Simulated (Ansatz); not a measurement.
# ScSI, from a guessed structure to a relaxed one

Starting from a made-up structure for ScSI, the aim is the relaxed cell, its shortest contacts and, where a second run follows, its electronic structure.

Program: Ansatz 0.2.0. Level of theory: DFT, PBE, plane-wave PAW, files of the set soft_1, scalar-relativistic, no spin, cell and ions relaxed at zero pressure; PAW set soft_1, in the first sound run; inputs show where later runs differ. Results are calculated unless marked as measured.

### Step 1. The structure

It takes space group P4/nmm (No. 129, tetragonal). The conventional cell has a = 4.945 Å, b = 4.945 Å, c = 6.993 Å, α = 90.00°, β = 90.00°, γ = 90.00°. Nearest to I lie 4 Sc at 3.21 Å and 4 I at 3.50 Å. Nearest to Sc lie 4 S at 2.86 Å and 4 I at 3.21 Å. S has 4 Sc at 2.86 Å nearest. Farther neighbours and most contacts between anions are not listed.

As a file:

```cif
data_structure
_symmetry_space_group_name_H-M 'P4/nmm:1'
_symmetry_Int_Tables_number 129
_cell_length_a 4.9450
_cell_length_b 4.9450
_cell_length_c 6.9930
_cell_angle_alpha 90.000
_cell_angle_beta 90.000
_cell_angle_gamma 90.000
_cell_volume 171.00
loop_
_atom_site_label
_atom_site_type_symbol
_atom_site_symmetry_multiplicity
_atom_site_Wyckoff_symbol
_atom_site_fract_x
_atom_site_fract_y
_atom_site_fract_z
_atom_site_occupancy
I1 I 2 a 0.00000 0.00000 0.00000 1
Sc1 Sc 2 c 0.00000 0.50000 0.29330 1
S1 S 2 b 0.50000 0.50000 0.50000 1
```

### Step 2. Relaxation of the guess

The guessed cell has no reason to be at equilibrium. It is relaxed with the atoms, within the space group of the guess.

File input.yaml:

```yaml
crystal:
  lattice:
    - [4.945, 0.0, 0.0]
    - [0.0, 4.945, 0.0]
    - [0.0, 0.0, 6.993]
  atoms:
    - { symbol: I, position: [0.0, 0.0, 0.0] }
    - { symbol: I, position: [0.5, 0.5, 0.0] }
    - { symbol: Sc, position: [0.0, 0.5, 0.2933] }
    - { symbol: Sc, position: [0.5, 0.0, 0.7067] }
    - { symbol: S, position: [0.5, 0.5, 0.5] }
    - { symbol: S, position: [0.0, 0.0, 0.5] }
kpoints:
  mp_grid: { grid: [6, 6, 4] }
scf:
  occupations: { method: fermi_dirac, width: 0.05 }
hamiltonian:
  xc: pbe
  pseudopotentials: { kind: paw, azcp: { folder: soft_1 } }
relax:
  f_tol: 0.015
  max_steps: 70
  cell: {}
output:
  forces: true
  stress: true
```

On the command line:

```
$ ansatz run input.yaml --threads 4 --pin off --max-ram 10240MiB --backend cpu --events-out ev --progress --plain --runs-dir out
```

Numbers of over 12 decimals in the logs are rounded to 6 here.

What it wrote:

```text
Engine: ansatz 0.2.0, x86_64-unknown-linux-gnu
Pseudopotentials: kind: paw
Pseudopotential: I, paw, valence charge 17, recommended cutoff 420 eV (normal), soft_1/I.paw.azcp
Pseudopotential: Sc, paw, valence charge 11, recommended cutoff 420 eV (normal), soft_1/Sc.paw.azcp
Pseudopotential: S, paw, valence charge 6, recommended cutoff 420 eV (normal), soft_1/S.paw.azcp
Functional definition: PBE
  parameter kappa = 0.804
  parameter beta = 0.066725
  exchange = pbe_x(kappa = kappa, mu = beta*pi^2/3)
  correlation = pbe_c(beta = beta)
Crystal: 6 atoms, lattice volume = 171.000 Å³
Basis set: ecut = 420 eV, 3347 PW (Γ), exchange–correlation on 72×72×96 points (8 copies of the dense FFT grid, shifted against one another)
Bands: 41, of which v1, the nominal top of the filled ones, is band 34 counted from 1 (33 counted from 0)
Symmetry: 16 space group operations
Space group: P4/nmm (ITA 129), of the structure as read, at distance tolerance 5.6e-5 Å
k-points: 30 of 144
Non-local potential: I, projectors of the file, l = 0: 2, l = 1: 2, l = 2: 2, l = 3: 1
Non-local potential: Sc, projectors of the file, l = 0: 3, l = 1: 2, l = 2: 3, l = 3: 1
Non-local potential: S, projectors of the file, l = 0: 2, l = 1: 2, l = 2: 1
PAW form: soft (Blöchl's): semilocal exchange-correlation on the pseudo side does not see the compensation charge
PAW one-centre angular grid: I, 590 points (default); XC on 64 Gauss nodes
PAW one-centre angular grid: Sc, 590 points (default); XC on 64 Gauss nodes
PAW one-centre angular grid: S, 110 points (default); XC on 64 Gauss nodes
Initial density: superposition of atomic densities (chi_scale 0.1, normalization cell, long waves kept (reshape's long-wave potential 0.09 eV rms))
Initial wavefunctions: pseudopotential atomic-orbital guess
Functional: x = pbe(κ = 0.804, μ = 0.219515), c = pbe(β = 0.066725)
SCF iter   1: F=—  HF=-21115.916226 eV  |F-HF|=—  |Δ(HF+E_count)|=         —  Δρ=1.23e-1  dr2=8.05e1  ethr=3.10e-3  ⟨swp⟩=6.4  Hψ=4902  notcnv=0
preconditioner: auto → LDOS  [metal: Δε(μ)=0.010 eV  Ē_g=5.268 eV  σ=0.050 eV  W_gap=0.05  n_scr=36 (ndim 8)  ℏωp=16.1 eV  f_vac=0.030  D(μ)=18.54/eV (n_scr^D=252)  β→1.0]
SCF iter   2: F=—  HF=-21108.920303 eV  |F-HF|=—  |Δ(HF+E_count)|=    7.00e0  Δρ=3.99e-2  dr2=2.85e0  ethr=3.10e-3  ⟨swp⟩=4.6  Hψ=3463  notcnv=0
preconditioner: auto → Resta (q_TF=auto, 2.340 Å⁻¹)  ε∞=6.6  [insulator: Δε(μ)=1.122 eV  Ē_g=6.778 eV  σ=0.050 eV  W_gap=1.00  n_scr=36 (ndim 8)  ℏωp=16.1 eV  f_vac=0.039  D(μ)=0.00/eV (n_scr^D=0)  ε∞_Penn≈6.6  β→0.5]
SCF iter   3: F=—  HF=-21108.596053 eV  |F-HF|=—  |Δ(HF+E_count)|=   3.24e-1  Δρ=2.09e-2  dr2=1.13e0  ethr=3.10e-3  ⟨swp⟩=4.1  Hψ=2700  notcnv=0
SCF iter   4: F=—  HF=-21108.450006 eV  |F-HF|=—  |Δ(HF+E_count)|=   1.46e-1  Δρ=6.30e-3  dr2=9.23e-2  ethr=1.66e-3  ⟨swp⟩=3.3  Hψ=2037  notcnv=0
SCF iter   5: F=—  HF=-21108.445085 eV  |F-HF|=—  |Δ(HF+E_count)|=   4.92e-3  Δρ=2.60e-3  dr2=2.12e-2  ethr=1.36e-4  ⟨swp⟩=2.2  Hψ=1879  notcnv=0
SCF iter   6: F=—  HF=-21108.449351 eV  |F-HF|=—  |Δ(HF+E_count)|=   4.27e-3  Δρ=1.31e-3  dr2=6.03e-3  ethr=3.12e-5  ⟨swp⟩=2.1  Hψ=1903  notcnv=0
SCF iter   7: F=—  HF=-21108.450105 eV  |F-HF|=—  |Δ(HF+E_count)|=   7.54e-4  Δρ=5.35e-4  dr2=1.29e-3  ethr=8.86e-6  ⟨swp⟩=2.0  Hψ=1531  notcnv=0
SCF iter   8: F=—  HF=-21108.450368 eV  |F-HF|=—  |Δ(HF+E_count)|=   2.63e-4  Δρ=1.69e-4  dr2=1.43e-4  ethr=1.90e-6  ⟨swp⟩=2.0  Hψ=1571  notcnv=0
SCF iter   9: F=—  HF=-21108.450393 eV  |F-HF|=—  |Δ(HF+E_count)|=   2.50e-5  Δρ=7.21e-5  dr2=2.39e-5  ethr=2.10e-7  ⟨swp⟩=2.0  Hψ=1604  notcnv=0
SCF iter  10: F=—  HF=-21108.450432 eV  |F-HF|=—  |Δ(HF+E_count)|=   3.93e-5  Δρ=8.17e-6  dr2=2.48e-7  ethr=3.52e-8  ⟨swp⟩=2.0  Hψ=1643  notcnv=0
SCF iter  11: F=-21108.450432 eV  HF=-21108.450432 eV  |F-HF|=1.24e-8  |Δ(HF+E_count)|=   5.01e-8  Δρ=3.43e-6  dr2=3.36e-8  ethr=1.47e-10  ⟨swp⟩=5.3  Hψ=4426  notcnv=0
SCF 1 converged in 11 iterations: F = -21108.450432 eV  dr2 = 3.36e-8
  greatest PAW one-centre occupation: 0.999 electrons in one spin orbital (limit 2), on the I atom at site 1 (counted from 0), in its partial waves of l = 2
relax step   1: F+E_penalty+E_count = -21108.45043197 eV  Δ(F+E_penalty+E_count) = +0.000e0 eV  max|allowed force component| = 1.622e0 eV/Å  Δτ_max = 0.0000 Å  P = -3.922 GPa  Ω = 171.000 Å³  (11 SCF iters, dr2 threshold 1.00e-7 eV, accepted)
Crystal: 6 atoms, lattice volume = 162.785 Å³
Basis set: ecut = 420 eV, 3219 PW (Γ), exchange–correlation on 72×72×96 points (8 copies of the dense FFT grid, shifted against one another)
Initial density: handed on by an earlier stage of this run
Initial wavefunctions: those handed on with the density
iter 1 solved again at ethr=2.34e-4 eV; its pass at ethr=3.10e-3 eV (dr2=1.59e-1 eV) is discarded
SCF iter   1: F=—  HF=-21108.973180 eV  |F-HF|=—  |Δ(HF+E_count)|=         —  Δρ=1.09e-2  dr2=1.65e-1  ethr=2.34e-4  ⟨swp⟩=1.8  Hψ=6662  notcnv=0
preconditioner: auto → LDOS  [metal: Δε(μ)=0.067 eV  Ē_g=6.615 eV  σ=0.050 eV  W_gap=0.30  n_scr=36 (ndim 8)  ℏωp=16.5 eV  f_vac=0.050  D(μ)=0.79/eV (n_scr^D=2)  β→1.0]
SCF iter   2: F=—  HF=-21108.989114 eV  |F-HF|=—  |Δ(HF+E_count)|=   1.59e-2  Δρ=7.83e-3  dr2=1.07e-1  ethr=2.34e-4  ⟨swp⟩=3.8  Hψ=2687  notcnv=0
preconditioner: auto → Resta (q_TF=auto, 2.359 Å⁻¹)  ε∞=6.9  [insulator: Δε(μ)=0.330 eV  Ē_g=6.800 eV  σ=0.050 eV  W_gap=0.93  n_scr=36 (ndim 8)  ℏωp=16.5 eV  f_vac=0.056  D(μ)=0.07/eV (n_scr^D=0)  ε∞_Penn≈6.9  β→0.5]
SCF iter   3: F=—  HF=-21108.950557 eV  |F-HF|=—  |Δ(HF+E_count)|=   3.86e-2  Δρ=1.86e-3  dr2=2.62e-3  ethr=1.57e-4  ⟨swp⟩=3.0  Hψ=2475  notcnv=0
SCF iter   4: F=—  HF=-21108.952423 eV  |F-HF|=—  |Δ(HF+E_count)|=   1.87e-3  Δρ=3.41e-4  dr2=3.37e-4  ethr=3.85e-6  ⟨swp⟩=2.0  Hψ=1630  notcnv=0
SCF iter   5: F=—  HF=-21108.952715 eV  |F-HF|=—  |Δ(HF+E_count)|=   2.92e-4  Δρ=1.41e-4  dr2=7.62e-5  ethr=4.96e-7  ⟨swp⟩=2.0  Hψ=1648  notcnv=0
SCF iter   6: F=—  HF=-21108.952763 eV  |F-HF|=—  |Δ(HF+E_count)|=   4.80e-5  Δρ=9.52e-5  dr2=2.73e-5  ethr=1.12e-7  ⟨swp⟩=2.0  Hψ=1922  notcnv=0
SCF iter   7: F=—  HF=-21108.952765 eV  |F-HF|=—  |Δ(HF+E_count)|=   2.22e-6  Δρ=3.88e-5  dr2=4.88e-6  ethr=4.01e-8  ⟨swp⟩=2.0  Hψ=1774  notcnv=0
SCF iter   8: F=-21108.952767 eV  HF=-21108.952767 eV  |F-HF|=3.16e-7  |Δ(HF+E_count)|=   2.29e-6  Δρ=7.92e-6  dr2=1.75e-7  ethr=8.82e-10  ⟨swp⟩=3.6  Hψ=4714  notcnv=0
SCF 2 converged in 8 iterations: F = -21108.952767 eV  dr2 = 1.75e-7
relax step   2: F+E_penalty+E_count = -21108.95276740 eV  Δ(F+E_penalty+E_count) = -5.023e-1 eV  max|allowed force component| = 2.377e-1 eV/Å  Δτ_max = 0.1950 Å  P = -1.255 GPa  Ω = 162.785 Å³  energy of the carried Pulay correction = +4.595e-4 eV  (8 SCF iters, dr2 threshold 6.00e-7 eV, accepted)
Crystal: 6 atoms, lattice volume = 158.780 Å³
Basis set: ecut = 420 eV, 3059 PW (Γ), exchange–correlation on 72×72×96 points (8 copies of the dense FFT grid, shifted against one another)
iter 1 solved again at ethr=1.06e-4 eV; its pass at ethr=3.10e-3 eV (dr2=7.18e-2 eV) is discarded
SCF iter   1: F=—  HF=-21108.983176 eV  |F-HF|=—  |Δ(HF+E_count)|=         —  Δρ=3.90e-3  dr2=7.29e-2  ethr=1.06e-4  ⟨swp⟩=1.3  Hψ=6242  notcnv=0
preconditioner: auto → LDOS  [metal: Δε(μ)=0.065 eV  Ē_g=6.756 eV  σ=0.050 eV  W_gap=0.31  n_scr=36 (ndim 8)  ℏωp=16.7 eV  f_vac=0.052  D(μ)=1.11/eV (n_scr^D=2)  β→1.0]
SCF iter   2: F=—  HF=-21108.979732 eV  |F-HF|=—  |Δ(HF+E_count)|=   3.44e-3  Δρ=3.68e-3  dr2=4.65e-2  ethr=1.06e-4  ⟨swp⟩=3.1  Hψ=2381  notcnv=0
preconditioner: auto → Kerker (q_TF=auto, 2.369 Å⁻¹)  [metal: Δε(μ)=0.105 eV  Ē_g=6.905 eV  σ=0.050 eV  W_gap=0.48  n_scr=36 (ndim 8)  ℏωp=16.7 eV  f_vac=0.054  D(μ)=0.43/eV (n_scr^D=0)  β→0.5]
SCF iter   3: F=—  HF=-21108.971146 eV  |F-HF|=—  |Δ(HF+E_count)|=   8.59e-3  Δρ=5.79e-4  dr2=3.87e-4  ethr=6.84e-5  ⟨swp⟩=2.3  Hψ=1698  notcnv=0
SCF iter   4: F=—  HF=-21108.971312 eV  |F-HF|=—  |Δ(HF+E_count)|=   1.66e-4  Δρ=1.92e-4  dr2=1.70e-4  ethr=5.70e-7  ⟨swp⟩=2.2  Hψ=1974  notcnv=0
SCF iter   5: F=—  HF=-21108.971317 eV  |F-HF|=—  |Δ(HF+E_count)|=   5.74e-6  Δρ=5.95e-5  dr2=1.24e-5  ethr=2.50e-7  ⟨swp⟩=2.1  Hψ=1587  notcnv=0
SCF iter   6: F=—  HF=-21108.971327 eV  |F-HF|=—  |Δ(HF+E_count)|=   9.82e-6  Δρ=2.25e-5  dr2=2.08e-6  ethr=1.83e-8  ⟨swp⟩=2.0  Hψ=1672  notcnv=0
SCF iter   7: F=—  HF=-21108.971330 eV  |F-HF|=—  |Δ(HF+E_count)|=   2.93e-6  Δρ=1.39e-5  dr2=9.81e-7  ethr=8.82e-10  ⟨swp⟩=5.0  Hψ=4376  notcnv=0
SCF iter   8: F=-21108.971331 eV  HF=-21108.971331 eV  |F-HF|=6.10e-9  |Δ(HF+E_count)|=   4.40e-7  Δρ=3.31e-6  dr2=4.98e-8  ethr=8.82e-10  ⟨swp⟩=4.8  Hψ=4028  notcnv=0
SCF 3 converged in 8 iterations: F = -21108.971331 eV  dr2 = 4.98e-8
relax step   3: F+E_penalty+E_count = -21108.97133061 eV  Δ(F+E_penalty+E_count) = -1.856e-2 eV  max|allowed force component| = 1.765e-3 eV/Å  Δτ_max = 0.0308 Å  P = +0.316 GPa  Ω = 158.780 Å³  energy of the carried Pulay correction = +6.919e-4 eV  (8 SCF iters, dr2 threshold 6.00e-7 eV, accepted)
Crystal: 6 atoms, lattice volume = 159.484 Å³
iter 1 solved again at ethr=2.97e-6 eV; its pass at ethr=3.10e-3 eV (dr2=2.02e-3 eV) is discarded
SCF iter   1: F=—  HF=-21108.974097 eV  |F-HF|=—  |Δ(HF+E_count)|=         —  Δρ=6.48e-4  dr2=2.00e-3  ethr=2.97e-6  ⟨swp⟩=2.3  Hψ=6189  notcnv=0
preconditioner: auto → Kerker (q_TF=auto, 2.367 Å⁻¹)  [metal: Δε(μ)=0.031 eV  Ē_g=6.813 eV  σ=0.050 eV  W_gap=0.15  n_scr=36 (ndim 8)  ℏωp=16.6 eV  f_vac=0.055  D(μ)=0.63/eV (n_scr^D=0)]
SCF iter   2: F=—  HF=-21108.973827 eV  |F-HF|=—  |Δ(HF+E_count)|=   2.70e-4  Δρ=2.90e-4  dr2=4.33e-4  ethr=2.94e-6  ⟨swp⟩=2.0  Hψ=1425  notcnv=0
SCF iter   3: F=—  HF=-21108.973854 eV  |F-HF|=—  |Δ(HF+E_count)|=   2.63e-5  Δρ=1.42e-4  dr2=1.75e-4  ethr=6.37e-7  ⟨swp⟩=2.0  Hψ=1421  notcnv=0
SCF iter   4: F=—  HF=-21108.973826 eV  |F-HF|=—  |Δ(HF+E_count)|=   2.72e-5  Δρ=7.75e-5  dr2=3.03e-5  ethr=2.58e-7  ⟨swp⟩=2.0  Hψ=1513  notcnv=0
SCF iter   5: F=—  HF=-21108.973821 eV  |F-HF|=—  |Δ(HF+E_count)|=   5.80e-6  Δρ=4.23e-5  dr2=5.64e-6  ethr=4.46e-8  ⟨swp⟩=2.0  Hψ=1830  notcnv=0
SCF iter   6: F=-21108.973821 eV  HF=-21108.973821 eV  |F-HF|=4.84e-8  |Δ(HF+E_count)|=   3.01e-7  Δρ=1.03e-5  dr2=2.72e-7  ethr=8.82e-10  ⟨swp⟩=3.6  Hψ=4791  notcnv=0
SCF 4 converged in 6 iterations: F = -21108.973821 eV  dr2 = 2.72e-7
relax step   4: F+E_penalty+E_count = -21108.97382085 eV  Δ(F+E_penalty+E_count) = -2.490e-3 eV  max|allowed force component| = 8.616e-3 eV/Å  Δτ_max = 0.0027 Å  P = +0.002 GPa  Ω = 159.484 Å³  energy of the carried Pulay correction = +6.507e-4 eV  (6 SCF iters, dr2 threshold 6.00e-7 eV, accepted)
Crystal: 6 atoms, lattice volume = 159.498 Å³
iter 1 solved again at ethr=1.98e-8 eV; its pass at ethr=3.10e-3 eV (dr2=1.34e-5 eV) is discarded
SCF iter   1: F=—  HF=-21108.973805 eV  |F-HF|=—  |Δ(HF+E_count)|=         —  Δρ=9.24e-5  dr2=9.86e-6  ethr=1.98e-8  ⟨swp⟩=3.0  Hψ=6730  notcnv=0
preconditioner: auto → Kerker (q_TF=auto, 2.367 Å⁻¹)  [metal: Δε(μ)=0.071 eV  Ē_g=6.804 eV  σ=0.050 eV  W_gap=0.31  n_scr=36 (ndim 8)  ℏωp=16.6 eV  f_vac=0.055  D(μ)=0.72/eV (n_scr^D=0)]
SCF iter   2: F=—  HF=-21108.973886 eV  |F-HF|=—  |Δ(HF+E_count)|=   8.10e-5  Δρ=4.82e-5  dr2=2.68e-6  ethr=1.45e-8  ⟨swp⟩=1.9  Hψ=1317  notcnv=0
SCF iter   3: F=—  HF=-21108.973886 eV  |F-HF|=—  |Δ(HF+E_count)|=   4.70e-7  Δρ=1.09e-5  dr2=2.55e-7  ethr=3.94e-9  ⟨swp⟩=2.0  Hψ=1867  notcnv=0
SCF iter   4: F=—  HF=-21108.973886 eV  |F-HF|=—  |Δ(HF+E_count)|=   1.08e-7  Δρ=4.12e-6  dr2=5.19e-8  ethr=3.76e-10  ⟨swp⟩=2.0  Hψ=1617  notcnv=0
SCF iter   5: F=-21108.973887 eV  HF=-21108.973887 eV  |F-HF|=5.17e-9  |Δ(HF+E_count)|=   3.48e-8  Δρ=1.68e-6  dr2=1.28e-8  ethr=3.22e-11  ⟨swp⟩=5.0  Hψ=4273  notcnv=0
SCF 5 converged in 5 iterations: F = -21108.973887 eV  dr2 = 1.28e-8
relax step   5: F+E_penalty+E_count = -21108.97388654 eV  Δ(F+E_penalty+E_count) = -6.569e-5 eV  max|allowed force component| = 2.437e-4 eV/Å  Δτ_max = 0.0014 Å  P = +0.002 GPa  Ω = 159.498 Å³  energy of the carried Pulay correction = +6.498e-4 eV  (5 SCF iters, dr2 threshold 2.19e-8 eV, accepted)
Initial wavefunctions: pseudopotential atomic-orbital guess (no wavefunctions were taken with the density)
iter 1 solved again at ethr=1.43e-7 eV; its pass at ethr=3.10e-3 eV (dr2=9.73e-5 eV) is discarded
SCF iter   1: F=—  HF=-21108.973108 eV  |F-HF|=—  |Δ(HF+E_count)|=         —  Δρ=4.01e-5  dr2=4.08e-7  ethr=1.43e-7  ⟨swp⟩=4.5  Hψ=8809  notcnv=0
preconditioner: auto → Kerker (q_TF=auto, 2.367 Å⁻¹)  [metal: Δε(μ)=0.071 eV  Ē_g=6.803 eV  σ=0.050 eV  W_gap=0.31  n_scr=36 (ndim 8)  ℏωp=16.6 eV  f_vac=0.055  D(μ)=0.73/eV (n_scr^D=0)]
SCF iter   2: F=—  HF=-21108.973191 eV  |F-HF|=—  |Δ(HF+E_count)|=   8.29e-5  Δρ=2.06e-5  dr2=1.16e-7  ethr=6.00e-10  ⟨swp⟩=2.6  Hψ=2276  notcnv=0
SCF iter   3: F=—  HF=-21108.973191 eV  |F-HF|=—  |Δ(HF+E_count)|=   4.52e-7  Δρ=3.73e-6  dr2=1.43e-8  ethr=1.70e-10  ⟨swp⟩=2.0  Hψ=2195  notcnv=0
SCF iter   4: F=—  HF=-21108.973191 eV  |F-HF|=—  |Δ(HF+E_count)|=   9.34e-9  Δρ=1.18e-6  dr2=3.31e-9  ethr=2.11e-11  ⟨swp⟩=2.0  Hψ=1574  notcnv=0
SCF iter   5: F=—  HF=-21108.973191 eV  |F-HF|=—  |Δ(HF+E_count)|=   1.49e-9  Δρ=4.19e-7  dr2=9.67e-10  ethr=4.87e-12  ⟨swp⟩=2.0  Hψ=1588  notcnv=0
SCF iter   6: F=—  HF=-21108.973191 eV  |F-HF|=—  |Δ(HF+E_count)|=  5.20e-10  Δρ=1.77e-7  dr2=2.02e-10  ethr=1.42e-12  ⟨swp⟩=2.0  Hψ=1668  notcnv=0
SCF iter   7: F=-21108.973191 eV  HF=-21108.973191 eV  |F-HF|=1.09e-11  |Δ(HF+E_count)|=  1.09e-10  Δρ=5.24e-8  dr2=8.99e-12  ethr=1.00e-12  ⟨swp⟩=5.0  Hψ=4415  notcnv=0
SCF 6 converged in 7 iterations: F = -21108.973191 eV  dr2 = 8.99e-12
relax step   6: F+E_penalty+E_count = -21108.97319104 eV  Δ(F+E_penalty+E_count) = +6.955e-4 eV  max|allowed force component| = 2.566e-4 eV/Å  Δτ_max = 0.0000 Å  P = +0.003 GPa  Ω = 159.498 Å³  stress off target by 5.16e-3 GPa  SCF on the basis re-selected at this cell (its energy is not comparable with the rows above)  (7 SCF iters)
basis re-selected at this cell: Δ(F+E_penalty+E_count) = +6.955e-4 eV, ΔP = +0.001 GPa vs the last step (what re-selecting the basis moved, of the pressure what is left beyond the Pulay correction that the steps carried, after the strain that the cell walked since its last selection, with what the two solves' SCF thresholds leave and, on support functions, any second-order correction that the steps lacked; it is no m [...]
SCF converged after 7 iterations
Free energy (F): -21108.973191 eV
Harris-Foulkes:  -21108.973191 eV  (|F-HF|=1.09e-11)
Internal energy: -21108.967053 eV  (E = F + TS)
E sigma→0 (E₀):  -21108.970122 eV
Entropy (-TS):   -0.006138 eV (-1.023 meV/atom)
Fermi energy:    8.692640 eV
--- Per-component energies (eV) ---
  E_band       = -1069.142418
  E_kinetic    = 942.688273
  E_local      = -6347.165567  (includes V_loc(G=0)·N_el)
  E_nonlocal   = 582.071972
  E_hartree    = 2686.234640
  E_xc         = -567.187917
  E_vxc        = -600.865196  (∫ρ·V_xc dr)
  E_paw        = -12763.289774  (= ΣΔE_a)
  E_vpaw       = -1018.336323  (= ΣTr[D̂ρ^β])
  E_aug_tail   = -0.004865  (compensation charges beyond the density's cutoff)
  E_ewald      = -5642.313817
  E_smearing   = -0.006138  (= −TS)
  E_closure    = -0.000000  (closes the sum)
  Σ components = -21108.973191   (vs F -21108.973191, Δ=0.00e0)
--- Forces (eV/Å), atoms counted from 1 ---
  atom   1  I      0.00000000     0.00000000     0.00000000
  atom   2  I      0.00000000     0.00000000    -0.00000000
  atom   3  Sc     0.00000000     0.00000000     0.00025664
  atom   4  Sc     0.00000000     0.00000000    -0.00025664
  atom   5  S      0.00000000     0.00000000     0.00000000
  atom   6  S      0.00000000     0.00000000    -0.00000000
  max |Σ_I F_I| component: 1.66e-16 eV/Å
--- Stress (GPa, compression-positive) ---
        0.002387       0.000000       0.000000
        0.000000       0.002387       0.000000
        0.000000       0.000000       0.005163
  P = ⅓ Tr σ = 0.0033 GPa (0.033 kbar)
--- Relaxed structure (5 steps of the walk, 5 accepted, 1 SCFs on fresh bases) ---
  F+E_penalty+E_count = -21108.97319104 eV   max|allowed force component| = 2.566e-4 eV/Å   (the final SCF, on the basis selected at the relaxed cell)
  cell:  # Å, volume = 159.4983 Å³
    - [4.830397, 0, 0.0]
    - [0, 4.830397, 0.0]
    - [0.0, 0.0, 6.835816]
  atoms:
    - { symbol: I, position: [0, 0, 0] }
    - { symbol: I, position: [0.500000, 0.500000, 0] }
    - { symbol: Sc, position: [0, 0.500000, 0.325781] }
    - { symbol: Sc, position: [0.500000, 0, 0.674219] }
    - { symbol: S, position: [0.500000, 0.500000, 0.500000] }
    - { symbol: S, position: [0, 0, 0.500000] }
```

It took 6.2 s on 4 threads of AMD EPYC 9B45 (Zen 5), shared host; peak memory 0.68 GiB.

Relaxation path:

```csv
step,energy less that of the first step (eV),largest force component (eV/Å),pressure (GPa),volume (Å³)
1,0.0000,1.6224,-3.92,171.00
2,-0.5023,0.2377,-1.25,162.79
3,-0.5209,0.0018,0.32,158.78
4,-0.5234,0.0086,0.00,159.48
5,-0.5235,0.0002,0.00,159.50
6*,-0.5228,0.0003,0.00,159.50
```

Relaxation steps marked * repeat the geometry before them on a plane-wave basis chosen anew for their cell, so energy and pressure can jump there.

Forces are held to the 16 operations that the run works with; a distortion that breaks them can't arise in this run.

```csv
"conventional cell, symmetrised",before,after,change
a (Å),4.945,4.830,-2.3 %
b (Å),4.945,4.830,-2.3 %
c (Å),6.993,6.836,-2.2 %
volume (Å³/atom),28.50,26.58,-6.7 %
```

The atoms that moved most (Å, as changes of fractional coordinates times the final cell):

```csv
atom,dx,dy,dz,length
Sc4,0.000,0.000,-0.222,0.222
Sc3,0.000,0.000,0.222,0.222
```

Final coordinates:

```xyz
6
Lattice="4.8304 0.0000 0.0000 0.0000 4.8304 0.0000 0.0000 0.0000 6.8358" Properties=species:S:1:pos:R:3 pbc="T T T"
I     0.0000    0.0000    0.0000
I     2.4152    2.4152    0.0000
Sc    0.0000    2.4152    2.2270
Sc    2.4152    0.0000    4.6088
S     2.4152    2.4152    3.4179
S     0.0000    0.0000    3.4179
```

This step gave:

| Property | Result |
| --- | --- |
| free energy | -21108.9732 eV |
| energy at zero smearing | -21108.9701 eV |
| smearing term TS | 0.006138 eV |
| Fermi energy | 8.693 eV |
| gap by band count | 5.02e-4 eV |
| electrons | 68 |
| symmetry operations | 16 |
| pressure | 0.003312 GPa |

The shortest distance of each pair, which need not be the same contact before and after:

```csv
pair,guess (Å),relaxed (Å)
S–Sc,2.864,2.693
I–Sc,3.212,3.285
I–I,3.497,3.416
S–S,3.497,3.416
I–S,3.497,3.418
```

The relaxation ends with a largest force component of 2.6e-4 eV/Å and a pressure of 0.00 GPa.

(Part 1 of 2 ends here.)

[Logs are printed without paths, hosts, clocks, repeated set-up lines and the standing remarks that a program may print on its own settings, such as how far it seeks lower states.]

[Hosts, paths, dates, database ids (printed as entryN), source tags and the programs' standing remarks are cut or masked in the printed files.]
